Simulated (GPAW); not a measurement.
# Ballistic transport through a Rh chain with CO on top of one atom, from relaxation to T(E)

Aim: the conductance of a Rh chain with CO on top of one atom after relaxation, and whether geometry, basis or functional moves it most.

Method: GPAW LCAO, PAW setups; relaxation of the junction within the symmetry of its start, lead ends held, in the first sound run; inputs show where later runs differ, in GPAW 26.7.0.

## (1) Starting point

The cell holds 19 atoms: 17 Rh, 1 C and 1 O. Its edges and angles: a = 9.000 Å, b = 9.000 Å, c = 39.100 Å, α = 90.0°, β = 90.0°, γ = 90.0°. Regions: left lead, 8 atoms (8 Rh); channel, 3 atoms (1 Rh, 1 C and 1 O); right lead, 8 atoms (8 Rh). Vacuum lies along a and b. The structure is stacked along c, and the current runs across the ab planes.

## (2) Relaxation

Transmission follows bond lengths closely, so the atoms between the held lead ends are relaxed first, within whatever symmetry the start has.

run.py

```python
import json
from ase import Atoms
from ase.constraints import FixAtoms
from ase.optimize import BFGS
from gpaw import GPAW, FermiDirac

device = Atoms(
    ['Rh', 'Rh', 'Rh', 'Rh', 'Rh', 'Rh', 'Rh', 'Rh', 'Rh', 'C', 'O', 'Rh', 'Rh', 'Rh', 'Rh', 'Rh', 'Rh', 'Rh', 'Rh'],
    positions=[
        [4.50000, 4.50000, 1.15000],
        [4.50000, 4.50000, 3.45000],
        [4.50000, 4.50000, 5.75000],
        [4.50000, 4.50000, 8.05000],
        [4.50000, 4.50000, 10.35000],
        [4.50000, 4.50000, 12.65000],
        [4.50000, 4.50000, 14.95000],
        [4.50000, 4.50000, 17.25000],
        [4.50000, 4.50000, 19.55000],
        [6.16570, 4.50000, 19.55000],
        [7.32570, 4.50000, 19.55000],
        [4.50000, 4.50000, 21.85000],
        [4.50000, 4.50000, 24.15000],
        [4.50000, 4.50000, 26.45000],
        [4.50000, 4.50000, 28.75000],
        [4.50000, 4.50000, 31.05000],
        [4.50000, 4.50000, 33.35000],
        [4.50000, 4.50000, 35.65000],
        [4.50000, 4.50000, 37.95000]],
    cell=[[9.0, 0.0, 0.0], [0.0, 9.0, 0.0], [0.0, 0.0, 39.1]],
    pbc=True)

device.set_constraint(FixAtoms([0, 1, 2, 3, 4, 5, 6, 12, 13, 14, 15, 16, 17, 18]))
device.calc = GPAW(mode='lcao', basis='dzp', xc='PBE', h=0.18,
                   kpts={'size': (1, 1, 2), 'gamma': True},
                   symmetry={'tolerance': 1e-3, 'extra_ids': [1, 1, 1, 1, 1, 1, 1, 0, 0, 0, 0, 0, 1, 1, 1, 1, 1, 1, 1]},
                   occupations=FermiDirac(0.1), maxiter=250,
                   mixer=dict(beta=0.1, nmaxold=8, weight=100.0),
                   convergence=dict(density=0.0001), txt='relax.txt')
path = []
opt = BFGS(device, maxstep=0.15)
opt.attach(lambda: path.append((device.get_potential_energy(), device.positions.tolist(), device.get_forces().tolist())))
relaxed = bool(opt.run(fmax=0.05, steps=50))
json.dump(dict(relaxed=relaxed, path=path, positions=device.positions.tolist(), moments=device.get_magnetic_moments().tolist(),
               forces=device.get_forces(apply_constraint=False).tolist()), open('result.json', 'w'))
```

The run is started by

```console
$ OMP_NUM_THREADS=1 OPENBLAS_NUM_THREADS=1 python run.py
```

Log:

```text
Step          Energy          fmax
BFGS:    0      -73.636112        5.403816
BFGS:    1      -74.074343        2.760845
BFGS:    2      -74.052065        4.388163
BFGS:    3      -74.178296        0.909414
BFGS:    4      -74.188215        0.417419
BFGS:    5      -74.192564        0.451203
BFGS:    6      -74.203097        0.486316
BFGS:    7      -74.211400        0.629955
BFGS:    8      -74.269161        1.475479
BFGS:    9      -74.311887        2.778233
BFGS:   10      -74.378490        3.525544
BFGS:   11      -74.495953        3.260083
BFGS:   12      -74.660366        1.431740
BFGS:   13      -74.721946        0.340316
BFGS:   14      -74.732753        0.200497
BFGS:   15      -74.734025        0.132477
[...]
BFGS:   25      -74.928729        0.421276
BFGS:   26      -74.941187        0.123591
BFGS:   27      -74.934681        0.270968
BFGS:   28      -74.938533        0.128133
BFGS:   29      -74.940418        0.090690
BFGS:   30      -74.941600        0.087468
BFGS:   31      -74.941446        0.109895
BFGS:   32      -74.941705        0.047720
```

Wall time 75 min (1 thread of Arm Neoverse V2, shared host); peak memory 2.1 GiB.

This run has no spin polarisation, although Rh can carry a moment.

Relaxation path (22 of 33):

```csv
step,energy less that of the first step (eV),largest force (eV/Å)
1,0.0000,5.4038
3,-0.4240,4.3882
4,-0.5505,0.9094
6,-0.5673,0.4512
7,-0.5818,0.4863
9,-0.6631,1.4755
10,-0.7070,2.7782
12,-0.8661,3.2601
13,-1.0206,1.4317
15,-1.0897,0.2005
16,-1.0903,0.1325
18,-1.0939,0.2785
19,-1.1132,0.3923
21,-1.2049,0.5670
22,-1.2400,0.5703
24,-1.2848,0.3206
25,-1.2913,0.1215
27,-1.2926,0.1236
28,-1.2878,0.2710
30,-1.2945,0.0907
31,-1.2933,0.0875
33,-1.2928,0.0477
```

The atoms that moved most (Å):

```
atom     dx     dy      dz  length
 Rh8  1.124  0.000  -0.227   1.146
Rh12  1.124  0.000   0.227   1.146
 O11  0.744  0.000   0.000   0.744
 C10  0.719  0.000   0.000   0.719
 Rh9  0.599  0.000   0.000   0.599
```

The relaxation lowered the energy of the cell by 1.29 eV (energies extrapolated to zero smearing; the optimiser's log prints free energies). The largest force left on a free atom is 0.048 eV/Å.

## (3) Double-zeta polarised basis

The script solves lead and junction separately, takes H and S in the orbital basis, and joins semi-infinite leads through their self-energies; the dzp basis is the working standard.

This step: GPAW LCAO, PAW setups; Landauer transmission from Green's functions with principal layers (ASE), zero bias (GPAW 26.7.0).

run.py

```python
import json
import numpy as np
from ase import Atoms
from ase.transport.calculators import TransportCalculator
from gpaw import GPAW, FermiDirac
from gpaw.lcao.tools import get_lcao_hamiltonian
from scipy.linalg import eigh

# The junction with lead layers at both ends, along the third cell vector
device = Atoms(
    ['Rh', 'Rh', 'Rh', 'Rh', 'Rh', 'Rh', 'Rh', 'Rh', 'Rh', 'C', 'O', 'Rh', 'Rh', 'Rh', 'Rh', 'Rh', 'Rh', 'Rh', 'Rh'],
    positions=[
        [4.50000, 4.50000, 1.15000],
        [4.50000, 4.50000, 3.45000],
        [4.50000, 4.50000, 5.75000],
        [4.50000, 4.50000, 8.05000],
        [4.50000, 4.50000, 10.35000],
        [4.50000, 4.50000, 12.65000],
        [4.50000, 4.50000, 14.95000],
        [5.62355, 4.50000, 17.02320],
        [5.09862, 4.50000, 19.55000],
        [6.88439, 4.50000, 19.55000],
        [8.06936, 4.50000, 19.55000],
        [5.62355, 4.50000, 22.07680],
        [4.50000, 4.50000, 24.15000],
        [4.50000, 4.50000, 26.45000],
        [4.50000, 4.50000, 28.75000],
        [4.50000, 4.50000, 31.05000],
        [4.50000, 4.50000, 33.35000],
        [4.50000, 4.50000, 35.65000],
        [4.50000, 4.50000, 37.95000]],
    cell=[[9.0, 0.0, 0.0], [0.0, 9.0, 0.0], [0.0, 0.0, 39.1]],
    pbc=True)

# One principal layer of the lead: the first 5 atoms of the device
lead = Atoms(
    ['Rh', 'Rh', 'Rh', 'Rh', 'Rh'],
    positions=[
        [4.50000, 4.50000, 1.15000],
        [4.50000, 4.50000, 3.45000],
        [4.50000, 4.50000, 5.75000],
        [4.50000, 4.50000, 8.05000],
        [4.50000, 4.50000, 10.35000]],
    cell=[[9.0, 0.0, 0.0], [0.0, 9.0, 0.0], [0.0, 0.0, 11.5]],
    pbc=True)

settings = dict(mode='lcao', basis='dzp', xc='PBE', h=0.18,
                occupations=FermiDirac(0.1), maxiter=250,
                mixer=dict(beta=0.1, nmaxold=8, weight=100.0),
                convergence=dict(density=0.0001))
energies = np.arange(-2, 2 + 1e-9, 0.025)
eta = 0.0001
n1, n2 = 1, 1
# k and -k transmit alike, so half of the mesh across the current serves
mesh = [(i, j) for i in range(n1) for j in range(n2) if (i, j) <= (-i % n1, -j % n2)]
weights = np.array([1 if (i, j) == (-i % n1, -j % n2) else 2 for i, j in mesh]) / (n1 * n2)

# [... helper functions left out ...]
fermi_lead = ground_state(lead, (1, 1, 10), 'lead.txt')
fermi_device = ground_state(device, (1, 1, 2), 'device.txt')
# [... loop over the mesh left out, but for ...]
        # Shift the lead onto the potential of the device's first layer
        shift = ((H[:, 0, 0] - H0[:, 0, 0]) / S0[0, 0]).real.mean()
# [...]
kT = 8.617333e-5 * 300
bias = [0.1, 0.2, 0.5, 1.0, 1.5, 2.0]
# [... integrals and printing left out ...]
```

Log:

```text
basis functions: device 485, principal layer 135
Fermi level: lead -3.7261 eV, device -3.6229 eV; lead shifted by -0.0007 eV
largest coupling past the next layer 2.07e-04 eV, largest misfit of the first layer 0.065 eV
  E-E_F (eV)   T (one spin)  [channel counts left out]
    -2.000    1.2305e+00
    -1.975    1.3039e+00
    -1.950    1.3641e+00
    -1.925    1.4155e+00
    -1.900    1.4605e+00
    -1.875    1.5006e+00
    -1.850    1.5369e+00
    -1.825    1.5697e+00
    -1.800    1.5995e+00
    -1.775    1.6263e+00
    -1.750    1.6505e+00
    -1.725    1.6721e+00
    -1.700    1.6912e+00
    -1.675    1.7080e+00
    -1.650    1.7226e+00
    -1.625    1.7353e+00
[...]
1.825    6.1579e-01
     1.850    5.7620e-01
     1.875    5.3496e-01
     1.900    4.9247e-01
     1.925    4.4920e-01
     1.950    4.0564e-01
     1.975    3.6233e-01
     2.000    3.1978e-01
conductance at 300 K: 1.9618 G0 a cell; thermopower -9.098 uV/K
current from the zero-bias T(E) at 0.1 V: 15.383 uA
current from the zero-bias T(E) at 0.2 V: 31.384 uA
current from the zero-bias T(E) at 0.5 V: 77.32 uA
current from the zero-bias T(E) at 1.0 V: 150.86 uA
current from the zero-bias T(E) at 1.5 V: 215.19 uA
current from the zero-bias T(E) at 2.0 V: 265.12 uA
```

The job ended after 6 min (1 thread; peak memory 2.4 GiB).

This step gave:

```yaml
conductance: 1.962 G₀
largest_coupling_past_the_next_principal_layer: 2.07e-4 eV
largest_misfit_of_the_first_principal_layer: 0.06469 eV
shift_that_aligns_the_lead: -6.94e-4 eV
basis_functions_of_the_junction: 485
basis_functions_of_a_principal_layer: 135
transmission_at_the_fermi_level_one_spin: 1.890
```

One spin. Transmission, zone mean against energy, zero at the Fermi level:

```csv
energy (eV),"transmission, zone mean"
-2.000,1.23
-1.900,1.46
-1.800,1.60
-1.700,1.69
-1.600,1.75
-1.500,1.77
-1.425,1.78
-1.400,1.78
-1.300,1.76
-1.200,1.67
-1.100,0.988
-1.000,1.62
-0.900,1.65
-0.800,1.72
-0.700,1.99
-0.600,2.54
-0.500,2.94
-0.400,2.74
-0.300,2.47
-0.200,2.22
-0.100,2.12
0.000,1.89
0.075,2.32
0.100,2.22
0.200,1.58
0.300,1.24
0.400,1.08
0.500,0.985
0.600,0.936
0.700,0.915
0.800,0.911
0.900,0.906
1.000,0.924
1.100,0.984
1.200,0.978
1.300,0.969
1.400,0.958
1.500,0.920
1.600,0.867
1.700,0.780
1.800,0.653
1.900,0.492
2.000,0.320
```

Not self-consistent under bias; the bias window is split evenly. The current through one cell, from the zero-bias transmission by bias:

```csv
bias (V),"current through one cell, from the zero-bias transmission (μA)"
0.100,15.4
0.200,31.4
0.500,77.3
1.000,151
1.500,215
2.000,265
```

Table of transmission of the three most open eigenchannels by energy, zero at the Fermi level:

```csv
energy (eV),channel 1,channel 2,channel 3
-2.000,0.592,0.521,0.117
-1.800,0.775,0.723,0.101
-1.600,0.920,0.735,0.0909
-1.400,0.962,0.733,0.0845
-1.200,0.903,0.687,0.0767
-1.000,0.853,0.449,0.313
-0.800,0.727,0.429,0.368
-0.600,0.878,0.830,0.441
-0.400,0.994,0.935,0.489
-0.200,0.989,0.784,0.280
0.000,0.958,0.581,0.212
0.200,0.919,0.447,0.189
0.400,0.862,0.133,0.0729
0.600,0.845,0.0638,0.0244
0.800,0.870,0.0339,0.00559
1.000,0.914,0.0100,1.5e-5
1.200,0.978,4.5e-6,2.3e-12
1.400,0.958,4.5e-6,0
1.600,0.867,4.6e-6,0
1.800,0.653,4.6e-6,0
2.000,0.320,4.6e-6,0
```

Couplings past the next layer reach 2.1e-4 eV, small enough to drop; the matrix elements of the cell's first layer differ from the bulk lead's by up to 0.065 eV. That layer keeps its own values in the calculation, and only beyond it is the lead taken as perfect. The Fermi levels of lead and junction count from different zeros of potential, one for each periodic cell; with both set to zero, the small remaining shift is what aligns them. By hand: G = 1.962 × 77.48 μS = 152 μS, a resistance of 6.58 kΩ; at 0.1 V a linear junction would pass 15.2 μA, and the integral over the bias window gives 15.4 μA.

## (4) GPAW, szp: basis = "szp(dzp)"

One radial function a shell plus polarisation makes the matrices smaller; the question is what that costs.

run.py, as its differences from that of step 3:

```diff
@@ -46,3 +46,3 @@
 
-settings = dict(mode='lcao', basis='dzp', xc='PBE', h=0.18,
+settings = dict(mode='lcao', basis='szp(dzp)', xc='PBE', h=0.18,
                 occupations=FermiDirac(0.1), maxiter=250,
```

Log:

```text
basis functions: device 273, principal layer 75
Fermi level: lead -3.6284 eV, device -3.5541 eV; lead shifted by 0.0003 eV
largest coupling past the next layer 2.08e-04 eV, largest misfit of the first layer 0.064 eV
  E-E_F (eV)   T (one spin)  [channel counts left out]
    -2.000    1.4603e+00
    -1.975    1.4755e+00
    -1.950    1.4915e+00
    -1.925    1.5080e+00
    -1.900    1.5251e+00
    -1.875    1.5423e+00
    -1.850    1.5596e+00
    -1.825    1.5766e+00
    -1.800    1.5931e+00
    -1.775    1.6089e+00
    -1.750    1.6239e+00
    -1.725    1.6379e+00
    -1.700    1.6508e+00
    -1.675    1.6625e+00
    -1.650    1.6731e+00
    -1.625    1.6826e+00
[...]
1.825    6.7869e-01
     1.850    6.4693e-01
     1.875    6.1390e-01
     1.900    5.7986e-01
     1.925    5.4508e-01
     1.950    5.0985e-01
     1.975    4.7448e-01
     2.000    4.3925e-01
conductance at 300 K: 1.9476 G0 a cell; thermopower -8.532 uV/K
current from the zero-bias T(E) at 0.1 V: 15.276 uA
current from the zero-bias T(E) at 0.2 V: 31.09 uA
current from the zero-bias T(E) at 0.5 V: 75.713 uA
current from the zero-bias T(E) at 1.0 V: 146.67 uA
current from the zero-bias T(E) at 1.5 V: 205.32 uA
current from the zero-bias T(E) at 2.0 V: 250.3 uA
```

It took 3.5 min on 1 thread; peak memory 2.2 GiB.

Numbers from this step:

```yaml
conductance: 1.948 G₀
largest_coupling_past_the_next_principal_layer: 2.08e-4 eV
largest_misfit_of_the_first_principal_layer: 0.06424 eV
shift_that_aligns_the_lead: 2.57e-4 eV
basis_functions_of_the_junction: 273
basis_functions_of_a_principal_layer: 75
transmission_at_the_fermi_level_one_spin: 1.867
```

One spin. The transmission, zone mean by energy, zero at the Fermi level:

energy (eV), transmission, zone mean and a bar from the least value:
```
   -2.000       1.46 #############
   -1.800       1.59 ###############
   -1.600       1.69 ################
   -1.425       1.72 ################
   -1.400       1.72 ################
   -1.200       1.63 ###############
   -1.000       1.40 ############
   -0.975       1.47 #############
   -0.800       1.48 #############
   -0.600       2.22 #######################
   -0.475       2.81 ##############################
   -0.400       2.67 ############################
   -0.200       2.18 ######################
    0.000       1.87 ##################
    0.075       2.29 #######################
    0.200       1.49 #############
    0.400       1.03 #######
    0.600       0.91 ######
    0.800       0.90 ######
    1.000       0.93 ######
    1.200       0.98 #######
    1.400       0.96 #######
    1.600       0.88 ######
    1.800       0.71 ###
    2.000       0.44
```

Not self-consistent under bias; the bias window is split evenly. Current through one cell, from the zero-bias transmission against bias:

```csv
bias (V),"current through one cell, from the zero-bias transmission (μA)"
0.100,15.3
0.200,31.1
0.500,75.7
1.000,147
1.500,205
2.000,250
```

Transmission of the three most open eigenchannels against energy, zero at the Fermi level:

```
energy (eV)  channel 1  channel 2  channel 3
     -2.000      0.834      0.535     0.0905
     -1.900      0.785      0.654     0.0856
     -1.800      0.762      0.750     0.0818
     -1.700      0.847      0.725     0.0790
     -1.600      0.905      0.708     0.0770
     -1.500      0.940      0.697     0.0757
     -1.400      0.956      0.688     0.0749
     -1.300      0.954      0.675     0.0741
     -1.200      0.914      0.645     0.0733
     -1.100      0.387      0.385      0.117
     -1.000      0.739      0.377      0.283
     -0.900      0.680      0.319      0.318
     -0.800      0.685      0.382      0.243
     -0.700      0.715      0.512      0.245
     -0.600      0.802      0.789      0.380
     -0.500      0.993      0.964      0.550
     -0.400      0.994      0.940      0.481
     -0.300      0.995      0.911      0.264
     -0.200      0.990      0.791      0.243
     -0.100      0.980      0.739      0.237
      0.000      0.955      0.584      0.192
      0.100      0.963      0.899      0.238
      0.200      0.902      0.388      0.171
      0.300      0.866      0.191      0.108
      0.400      0.843      0.113     0.0642
      0.500      0.832     0.0754     0.0373
      0.600      0.832     0.0535     0.0210
      0.700      0.845     0.0389     0.0109
      0.800      0.867     0.0275    0.00424
      0.900      0.878     0.0174     3.6e-5
      1.000      0.925    0.00712     2.8e-5
      1.100      0.985     2.3e-7    1.4e-10
      1.200      0.980     2.3e-7    1.2e-12
      1.300      0.972     2.3e-7          0
      1.400      0.957     2.3e-7          0
      1.500      0.930     2.3e-7          0
      1.600      0.885     2.3e-7          0
      1.700      0.812     2.3e-7          0
      1.800      0.709     2.3e-7          0
      1.900      0.580     2.3e-7          0
      2.000      0.439     2.3e-7          0
```

The conductance, 1.95 G₀, lies 0.7 % below that of the dzp run.

## (5) Minimal basis

One function for each valence shell of the setup, as for a first survey of a large system.

run.py, as its differences from that of step 4:

```diff
@@ -46,3 +46,3 @@
 
-settings = dict(mode='lcao', basis='szp(dzp)', xc='PBE', h=0.18,
+settings = dict(mode='lcao', basis='sz(dzp)', xc='PBE', h=0.18,
                 occupations=FermiDirac(0.1), maxiter=250,
```

Log:

```text
basis functions: device 212, principal layer 60
Fermi level: lead -3.6411 eV, device -3.5707 eV; lead shifted by 0.0001 eV
largest coupling past the next layer 2.07e-04 eV, largest misfit of the first layer 0.040 eV
  E-E_F (eV)   T (one spin)  [channel counts left out]
    -2.000    1.4415e+00
    -1.975    1.4586e+00
    -1.950    1.4762e+00
[...]
1.975    6.3023e-01
     2.000    6.0371e-01
conductance at 300 K: 1.9056 G0 a cell; thermopower -7.505 uV/K
current from the zero-bias T(E) at 0.1 V: 15.024 uA
current from the zero-bias T(E) at 0.2 V: 30.881 uA
current from the zero-bias T(E) at 0.5 V: 76.293 uA
current from the zero-bias T(E) at 1.0 V: 148.31 uA
current from the zero-bias T(E) at 1.5 V: 207.86 uA
current from the zero-bias T(E) at 2.0 V: 257.34 uA
```

The job ended after 2.7 min (1 thread; peak memory 2.1 GiB).

Numbers from this step:

```
conductance                                    : 1.906 G₀
largest coupling past the next principal layer : 2.07e-4 eV
largest misfit of the first principal layer    : 0.03982 eV
shift that aligns the lead                     : 1.07e-4 eV
basis functions of the junction                : 212
basis functions of a principal layer           : 60
transmission at the Fermi level (one spin)     : 1.786
```

The conductance, 1.91 G₀, lies 2.9 % below that of the dzp run.

## (6) RPBE in the dzp basis: xc = "RPBE"

Back in the dzp basis, the functional changes from PBE to RPBE, to set the spread between functionals beside that between bases.

run.py, as its differences from that of step 5:

```diff
@@ -46,3 +46,3 @@
 
-settings = dict(mode='lcao', basis='sz(dzp)', xc='PBE', h=0.18,
+settings = dict(mode='lcao', basis='dzp', xc='RPBE', h=0.18,
                 occupations=FermiDirac(0.1), maxiter=250,
```

Log:

```text
basis functions: device 485, principal layer 135
Fermi level: lead -3.6036 eV, device -3.4993 eV; lead shifted by -0.0002 eV
largest coupling past the next layer 2.02e-04 eV, largest misfit of the first layer 0.064 eV
  E-E_F (eV)   T (one spin)  [channel counts left out]
    -2.000    1.2709e+00
    -1.975    1.3340e+00
    -1.950    1.3866e+00
[...]
1.975    3.0456e-01
     2.000    2.6285e-01
conductance at 300 K: 1.9741 G0 a cell; thermopower -11.18 uV/K
current from the zero-bias T(E) at 0.1 V: 15.396 uA
current from the zero-bias T(E) at 0.2 V: 31.173 uA
current from the zero-bias T(E) at 0.5 V: 76.244 uA
current from the zero-bias T(E) at 1.0 V: 148.66 uA
current from the zero-bias T(E) at 1.5 V: 212.68 uA
current from the zero-bias T(E) at 2.0 V: 261 uA
```

It took 5.9 min on 1 thread; peak memory 2.4 GiB.

This step gave:

```yaml
conductance: 1.974 G₀
largest_coupling_past_the_next_principal_layer: 2.02e-4 eV
largest_misfit_of_the_first_principal_layer: 0.06367 eV
shift_that_aligns_the_lead: -1.91e-4 eV
basis_functions_of_the_junction: 485
basis_functions_of_a_principal_layer: 135
transmission_at_the_fermi_level_one_spin: 1.953
```

The conductance, 1.97 G₀, lies 0.6 % above that of the dzp run.

(Continued in part 2 of 2.)

[Logs are printed without paths, hosts, clocks, repeated set-up lines and the standing remarks that a program may print on its own settings, such as how far it seeks lower states.]

[Hosts, paths, dates, database ids (printed as entryN), source tags and the programs' standing remarks are cut or masked in the printed files.]
